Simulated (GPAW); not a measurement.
# VSi2N4 monolayer: work function by functional and basis

Aim: the work function of both faces of VSi2N4 monolayer, and its spread over functionals and bases.

Method: GPAW, PAW setups; layer in a repeated cell with vacuum, relaxation of atoms and in-plane cell, in the first sound run; inputs show where later runs differ, in GPAW 26.7.0.

Report form: the programs' logs are mostly left out.

## 1. Set-up

The cell holds 7 atoms: 4 N, 2 Si and 1 V. Its edges and angles: a = 2.920 Å, b = 2.920 Å, c = 20.831 Å, α = 90.0°, β = 90.0°, γ = 120.0°. Vacuum lies along c.

Coordinates:

```cif
data_structure
_symmetry_space_group_name_H-M 'P 1'
_symmetry_Int_Tables_number 1
_cell_length_a 2.9200
_cell_length_b 2.9200
_cell_length_c 20.8308
_cell_angle_alpha 90.000
_cell_angle_beta 90.000
_cell_angle_gamma 120.000
_cell_volume 153.82
loop_
_atom_site_label
_atom_site_type_symbol
_atom_site_fract_x
_atom_site_fract_y
_atom_site_fract_z
_atom_site_occupancy
N1 N 0.00000 0.00000 0.33604 1
Si2 Si 0.33333 0.66667 0.35858 1
N3 N 0.33333 0.66667 0.44259 1
V4 V 0.00000 0.00000 0.50000 1
N5 N 0.33333 0.66667 0.55741 1
Si6 Si 0.33333 0.66667 0.64142 1
N7 N 0.00000 0.00000 0.66396 1
```

## 2. Relaxation

Forces are removed first; all later runs use this geometry.

run.py reads:

```python
import json
import numpy as np
from ase import Atoms
from ase.filters import FrechetCellFilter
from ase.optimize import BFGS
from gpaw import GPAW, PW

slab = Atoms(
    ['N', 'Si', 'N', 'V', 'N', 'Si', 'N'],
    positions=[
        [0.00000, 0.00000, 7.00000],
        [-0.00000, 1.68586, 7.46943],
        [-0.00000, 1.68586, 9.21943],
        [0.00000, 0.00000, 10.41541],
        [-0.00000, 1.68586, 11.61138],
        [-0.00000, 1.68586, 13.36138],
        [0.00000, 0.00000, 13.83081]],
    cell=[[2.92, 0.0, 0.0], [-1.46, 2.52879, 0.0], [0.0, 0.0, 20.8308]],
    pbc=[True, True, True],
    magmoms=[0.0, 0.0, 0.0, 1.0, 0.0, 0.0, 0.0])

slab.calc = GPAW(mode=PW(600), xc='PBE', kpts={'size': (12, 12, 1), 'gamma': True},
                 occupations={'name': 'fermi-dirac', 'width': 0.05}, nbands='200%',
                 convergence={'density': 1e-05}, maxiter=200,
                 symmetry={'tolerance': 1e-3}, txt='slab.txt')
result = {}
# The in-plane cell is free; stress needs a cell that repeats along all three vectors
path = []
opt = BFGS(FrechetCellFilter(slab, mask=[1, 1, 0, 0, 0, 1]), maxstep=0.2)
opt.attach(lambda: path.append((slab.get_potential_energy(), slab.positions.tolist(), slab.get_forces().tolist())))
result['relaxed'] = bool(opt.run(fmax=0.02, steps=45))
result['path'] = path
result['cell'] = slab.cell.tolist()
print('in-plane lattice', slab.cell.cellpar().round(4)[[0, 1, 5]])
energy = slab.get_potential_energy()
fermi = slab.calc.get_fermi_level()
v = slab.calc.get_electrostatic_potential().mean((0, 1)) - fermi
n = slab.calc.get_pseudo_density().mean((0, 1))
L = slab.cell[2, 2]
z = np.arange(len(v)) * L / len(v)
low, high = slab.positions[:, 2].min(), slab.positions[:, 2].max()
below, above = np.interp([low - 4.8, high + 4.8], z, v)
slopes = [np.interp(x, z, np.gradient(v, z)) for x in (low - 4.8, high + 4.8)]
eps = np.array([[slab.calc.get_eigenvalues(k, s) for k in range(len(slab.calc.get_ibz_k_points()))]
                for s in range(slab.calc.get_number_of_spins())]) - fermi
top, bottom = eps[eps < 0].max(), eps[eps > 0].min()
dipole = slab.get_dipole_moment()[2]
print(f'energy {energy:.4f} eV, Fermi level {fermi:.4f} eV, dipole {dipole:.5f} e A')
print(f'potential 4.8 A off the faces, from the Fermi level: lower {below:.4f} eV, upper {above:.4f} eV')
print(f'slope of the potential there: lower {slopes[0]:.5f}, upper {slopes[1]:.5f} eV/A')
print(f'nearest levels on the mesh: {top:.4f} and {bottom:.4f} eV')
print('magnetic moment', round(slab.get_magnetic_moment(), 3))
result.update(energy=energy, fermi=fermi, dipole=dipole, below=below, above=above, slopes=slopes, edges=[top, bottom],
              z=z.tolist(), v=v.tolist(), n=n.tolist(), positions=slab.positions.tolist(),
              forces=slab.get_forces(apply_constraint=False).tolist(), moments=slab.get_magnetic_moments().tolist())
json.dump(result, open('result.json', 'w'))
```

The run is started by

```bash
> OMP_NUM_THREADS=1 OPENBLAS_NUM_THREADS=1 python run.py
```

The job ended after 33 min (1 thread of Arm Neoverse V2, shared host; peak memory 0.69 GiB).

Numbers from this step:

```
dipole along the normal                    : 1.83e-4 e·Å
levels nearest the Fermi level on the mesh : -0.01094, 0.1505 eV from the Fermi level
site moments                               : 0.001255, 0.006898, -0.02400, 0.8961, -0.02400, 0.006898, 0.001255 μB
sum of the site moments                    : 0.8644 μB
```

The electrostatic potential energy of an electron (without an applied field's), less the Fermi level, planar mean oscillates, so the rows of the table below give means over windows of 1.04 Å about each position, cut where the curve ends. Its maxima inside the range that stand out by 2 % of the span (Å: eV): 8.6: 0.0807, 9.6: -7.05, 11.2: -7.05, 12.2: 0.0790. Its minima: 7.0: -23.1, 9.3: -12.9, 10.4: -19.2, 11.5: -12.9, 13.8: -23.1.

The electrostatic potential energy of an electron (without an applied field's), less the Fermi level, planar mean by z; means over each step:

z (Å), electrostatic potential energy of an electron (without an applied field's), less the Fermi level, planar mean (eV) and a bar from the least value:
```
     0.52        5.6 ##############################
     1.56        5.6 ##############################
     2.60        5.6 ##############################
     3.64        5.6 ##############################
     4.68        5.6 ##############################
     5.72        4.5 ############################
     6.76      -13.1 #
     7.80      -13.4 #
     8.84       -4.8 ##############
     9.88      -11.6 ###
    10.92      -11.8 ###
    11.96       -5.1 #############
    13.00      -12.8 ##
    14.04      -13.8 
    15.08        4.4 ############################
    16.12        5.6 ##############################
    17.16        5.6 ##############################
    18.20        5.6 ##############################
    19.24        5.6 ##############################
    20.28        5.6 ##############################
```

The pseudo valence density, planar mean by z:

```
z (Å)  pseudo valence density, planar mean (e/Å³)
    4                                      1.4e-4
    5                                     0.00384
    6                                       0.116
    7                                       0.904
    8                                       0.264
    9                                       0.660
   10                                        1.01
   11                                       0.727
   12                                       0.524
   13                                       0.304
   14                                       0.860
   15                                      0.0651
   16                                     0.00217
   17                                      8.1e-5
```

Site moment by atom:

```
atom  site moment (μB)
  N1             0.001
 Si2             0.007
  N3            -0.024
  V4             0.896
  N5            -0.024
 Si6             0.007
  N7             0.001
```

The relaxation lowered the energy of the cell by 0.0611 eV (energies extrapolated to zero smearing; the optimiser's log prints free energies). The largest force left on a free atom is 0.0064 eV/Å.

## 3. Plane waves, PBE

With the geometry fixed, the planar mean of the potential gives the vacuum level on each side.

This step: GPAW, PAW setups; slab in vacuum (GPAW 26.7.0).

The cell differs from the one that the last finished run ended in (c 20.831 → 20.982 Å).

run.py reads:

```python
import json
import numpy as np
from ase import Atoms
from gpaw import GPAW, PW

slab = Atoms(
    ['N', 'Si', 'N', 'V', 'N', 'Si', 'N'],
    positions=[
        [-0.00000, 0.00000, 7.00000],
        [-0.00000, 1.65015, 7.55160],
        [0.00000, 1.65015, 9.31356],
        [-0.00000, -0.00000, 10.49093],
        [0.00000, 1.65015, 11.66828],
        [0.00000, 1.65015, 13.43025],
        [0.00000, 0.00000, 13.98185]],
    cell=[[2.85816, -0.0, 0.0], [-1.42908, 2.47523, 0.0], [0.0, 0.0, 20.9818]],
    pbc=[True, True, False],
    magmoms=[0.0, 0.0, 0.0, 1.0, 0.0, 0.0, 0.0])

slab.calc = GPAW(mode=PW(500), xc='PBE', kpts={'size': (12, 12, 1), 'gamma': True},
                 occupations={'name': 'fermi-dirac', 'width': 0.05}, nbands='200%',
                 convergence={'density': 1e-05}, maxiter=200,
                 poissonsolver={'dipolelayer': 'xy'},
                 symmetry={'tolerance': 1e-3}, txt='slab.txt')
result = {}
energy = slab.get_potential_energy()
fermi = slab.calc.get_fermi_level()
v = slab.calc.get_electrostatic_potential().mean((0, 1)) - fermi
n = slab.calc.get_pseudo_density().mean((0, 1))
L = slab.cell[2, 2]
z = np.arange(len(v)) * L / len(v)
low, high = slab.positions[:, 2].min(), slab.positions[:, 2].max()
below, above = np.interp([low - 4.8, high + 4.8], z, v)
slopes = [np.interp(x, z, np.gradient(v, z)) for x in (low - 4.8, high + 4.8)]
eps = np.array([[slab.calc.get_eigenvalues(k, s) for k in range(len(slab.calc.get_ibz_k_points()))]
                for s in range(slab.calc.get_number_of_spins())]) - fermi
top, bottom = eps[eps < 0].max(), eps[eps > 0].min()
dipole = slab.get_dipole_moment()[2]
print(f'energy {energy:.4f} eV, Fermi level {fermi:.4f} eV, dipole {dipole:.5f} e A')
print(f'potential 4.8 A off the faces, from the Fermi level: lower {below:.4f} eV, upper {above:.4f} eV')
print(f'slope of the potential there: lower {slopes[0]:.5f}, upper {slopes[1]:.5f} eV/A')
print(f'nearest levels on the mesh: {top:.4f} and {bottom:.4f} eV')
print('magnetic moment', round(slab.get_magnetic_moment(), 3))
result.update(energy=energy, fermi=fermi, dipole=dipole, below=below, above=above, slopes=slopes, edges=[top, bottom],
              z=z.tolist(), v=v.tolist(), n=n.tolist(), positions=slab.positions.tolist(),
              forces=slab.get_forces(apply_constraint=False).tolist(), moments=slab.get_magnetic_moments().tolist())
json.dump(result, open('result.json', 'w'))
```

Wall time 2.2 min (1 thread); peak memory 0.31 GiB.

Numbers from this step:

| Property | Result |
| --- | --- |
| dipole along the normal | 8.17e-4 e·Å |
| levels nearest the Fermi level on the mesh | -0.006748, 0.1459 eV from the Fermi level |
| upper work function | 5.569 eV |
| lower work function | 5.590 eV |
| site moments | 0.001225, 0.006915, -0.02374, 0.8940, -0.02374, 0.006915, 0.001225 μB |
| sum of the site moments | 0.8629 μB |

The electrostatic potential energy of an electron (without an applied field's), less the Fermi level, planar mean oscillates, so the rows of the table below give means over windows of 1.12 Å about each position, cut where the curve ends. Its maxima inside the range that stand out by 2 % of the span (Å: eV): 8.6: 0.0293, 9.7: -6.98, 11.2: -6.98, 12.4: 0.0204. Its minima: 7.1: -23.2, 9.4: -12.9, 10.5: -19.2, 11.6: -12.9, 13.9: -23.2.

The electrostatic potential energy of an electron (without an applied field's), less the Fermi level, planar mean by z; means over each step:

z (Å), electrostatic potential energy of an electron (without an applied field's), less the Fermi level, planar mean (eV) and a bar from the least value:
```
     0.56        5.6 ##############################
     1.68        5.6 ##############################
     2.80        5.6 ##############################
     3.92        5.6 ##############################
     5.04        5.5 ##############################
     6.16        1.5 #########################
     7.28      -19.8 
     8.40       -4.3 ##################
     9.52       -9.1 #############
    10.64      -14.3 ######
    11.76       -7.1 ###############
    12.88       -8.9 #############
    14.00      -16.0 #####
    15.12        4.1 ############################
    16.24        5.5 ##############################
    17.36        5.6 ##############################
    18.48        5.6 ##############################
    19.60        5.6 ##############################
    20.72        5.6 ##############################
```

The pseudo valence density, planar mean by z:

```
z (Å)  pseudo valence density, planar mean (e/Å³)
 0.00                                           0
 0.56                                      3.1e-6
 1.12                                           0
 1.69                                      3.2e-6
 2.25                                           0
 2.81                                      5.5e-6
 3.37                                      1.7e-5
 3.93                                      9.5e-5
 4.50                                      5.7e-4
 5.06                                     0.00360
 5.62                                      0.0237
 6.18                                       0.161
 6.74                                       0.745
 7.31                                       0.808
 7.87                                       0.317
 8.43                                       0.265
 8.99                                       0.601
 9.55                                       0.767
10.12                                        1.08
10.68                                        1.74
11.24                                       0.684
11.80                                       0.720
12.36                                       0.321
12.93                                       0.267
13.49                                       0.586
14.05                                       0.877
14.61                                       0.292
15.17                                      0.0444
15.74                                     0.00659
16.30                                     0.00103
16.86                                      1.7e-4
17.42                                      3.0e-5
17.98                                      6.1e-6
18.55                                      3.8e-6
19.11                                           0
19.67                                      3.3e-6
20.23                                           0
20.79                                      3.2e-6
```

Force by atom:

```
atom  x (eV/Å)  y (eV/Å)  z (eV/Å)   size
  N1     0.000     0.000    -0.194  0.194
 Si2     0.000     0.000     0.040  0.040
  N3     0.000     0.000     0.101  0.101
  V4     0.000     0.000     0.000  0.000
  N5     0.000     0.000    -0.101  0.101
 Si6     0.000     0.000    -0.040  0.040
  N7     0.000     0.000     0.194  0.194
```

The potential is flat to 0.002 eV/Å where it is read, so the vacuum is wide enough.

## 4. Self-consistent run: xc = "RPBE"

The same geometry under RPBE, to see how far the functional moves the levels against the vacuum.

Edit run.py of step 3 so:

```diff
@@ -19,3 +19,3 @@
 
-slab.calc = GPAW(mode=PW(500), xc='PBE', kpts={'size': (12, 12, 1), 'gamma': True},
+slab.calc = GPAW(mode=PW(500), xc='RPBE', kpts={'size': (12, 12, 1), 'gamma': True},
                  occupations={'name': 'fermi-dirac', 'width': 0.05}, nbands='200%',
```

Wall time 2.2 min (1 thread); peak memory 0.31 GiB.

Numbers from this step:

| Item | Value |
| --- | --- |
| levels nearest the Fermi level on the mesh | -0.05849, 0.1911 eV from the Fermi level |
| upper work function | 5.402 eV |
| lower work function | 5.423 eV |
| site moments | 9.75e-4, 0.007029, -0.02767, 0.9209, -0.02767, 0.007029, 9.75e-4 μB |
| sum of the site moments | 0.8816 μB |

The electrostatic potential energy of an electron (without an applied field's), less the Fermi level, planar mean oscillates, so the rows of the table below give means over windows of 1.12 Å about each position, cut where the curve ends. Its maxima inside the range that stand out by 2 % of the span (Å: eV): 8.6: -0.108, 9.7: -7.13, 11.2: -7.13, 12.4: -0.116. Its minima: 7.1: -23.3, 9.4: -13.0, 10.5: -19.3, 11.6: -13.0, 13.9: -23.3.

Table of electrostatic potential energy of an electron (without an applied field's), less the Fermi level, planar mean by z; means over each step:

z (Å), electrostatic potential energy of an electron (without an applied field's), less the Fermi level, planar mean (eV) and a bar from the least value:
```
     0.56        5.4 ##############################
     1.68        5.4 ##############################
     2.80        5.4 ##############################
     3.92        5.4 ##############################
     5.04        5.3 ##############################
     6.16        1.4 #########################
     7.28      -20.0 
     8.40       -4.4 ##################
     9.52       -9.3 #############
    10.64      -14.5 ######
    11.76       -7.2 ###############
    12.88       -9.1 #############
    14.00      -16.1 #####
    15.12        3.9 ############################
    16.24        5.4 ##############################
    17.36        5.4 ##############################
    18.48        5.4 ##############################
    19.60        5.4 ##############################
    20.72        5.4 ##############################
```

Table of pseudo valence density, planar mean by z:

```
z (Å)  pseudo valence density, planar mean (e/Å³)
 0.00                                           0
 0.56                                      3.1e-6
 1.12                                           0
 1.69                                      3.1e-6
 2.25                                           0
 2.81                                      5.7e-6
 3.37                                      1.9e-5
 3.93                                      1.0e-4
 4.50                                      6.0e-4
 5.06                                     0.00362
 5.62                                      0.0233
 6.18                                       0.161
 6.74                                       0.746
 7.31                                       0.807
 7.87                                       0.317
 8.43                                       0.265
 8.99                                       0.601
 9.55                                       0.767
10.12                                        1.08
10.68                                        1.74
11.24                                       0.684
11.80                                       0.720
12.36                                       0.321
12.93                                       0.266
13.49                                       0.586
14.05                                       0.876
14.61                                       0.293
15.17                                      0.0439
15.74                                     0.00655
16.30                                     0.00106
16.86                                      1.8e-4
17.42                                      3.2e-5
17.98                                      6.5e-6
18.55                                      3.9e-6
19.11                                           0
19.67                                      3.2e-6
20.23                                           0
20.79                                      3.2e-6
```

Force by atom:

```
atom  x (eV/Å)  y (eV/Å)  z (eV/Å)   size
  N1     0.000     0.000    -0.403  0.403
 Si2     0.000     0.000     0.056  0.056
  N3     0.000     0.000    -0.050  0.050
  V4     0.000     0.000     0.000  0.000
  N5     0.000     0.000     0.050  0.050
 Si6     0.000     0.000    -0.056  0.056
  N7     0.000     0.000     0.403  0.403
```

The upper face's work function is 5.402 eV, against 5.569 eV in the first plane-wave PBE run at this geometry.

## 5. Self-consistent run: xc = "revPBE"

The same geometry under revPBE, to see how far the functional moves the levels against the vacuum.

Edit run.py of step 4 so:

```diff
@@ -19,3 +19,3 @@
 
-slab.calc = GPAW(mode=PW(500), xc='RPBE', kpts={'size': (12, 12, 1), 'gamma': True},
+slab.calc = GPAW(mode=PW(500), xc='revPBE', kpts={'size': (12, 12, 1), 'gamma': True},
                  occupations={'name': 'fermi-dirac', 'width': 0.05}, nbands='200%',
```

Run time: 2.4 min. Hardware: 1 thread; peak memory 0.31 GiB.

Numbers from this step:

```
levels nearest the Fermi level on the mesh : -0.04486, 0.1787 eV from the Fermi level
upper work function                        : 5.418 eV
lower work function                        : 5.439 eV
site moments                               : 0.001043, 0.007019, -0.02669, 0.9147, -0.02669, 0.007019, 0.001043 μB
sum of the site moments                    : 0.8775 μB
```

The upper face's work function is 5.418 eV, against 5.569 eV in the first plane-wave PBE run at this geometry.

(Continued in part 2 of 2.)

[Logs are printed without paths, hosts, clocks, repeated set-up lines and the standing remarks that a program may print on its own settings, such as how far it seeks lower states.]

[Hosts, paths, dates, database ids (printed as entryN), source tags and the programs' standing remarks are cut or masked in the printed files.]
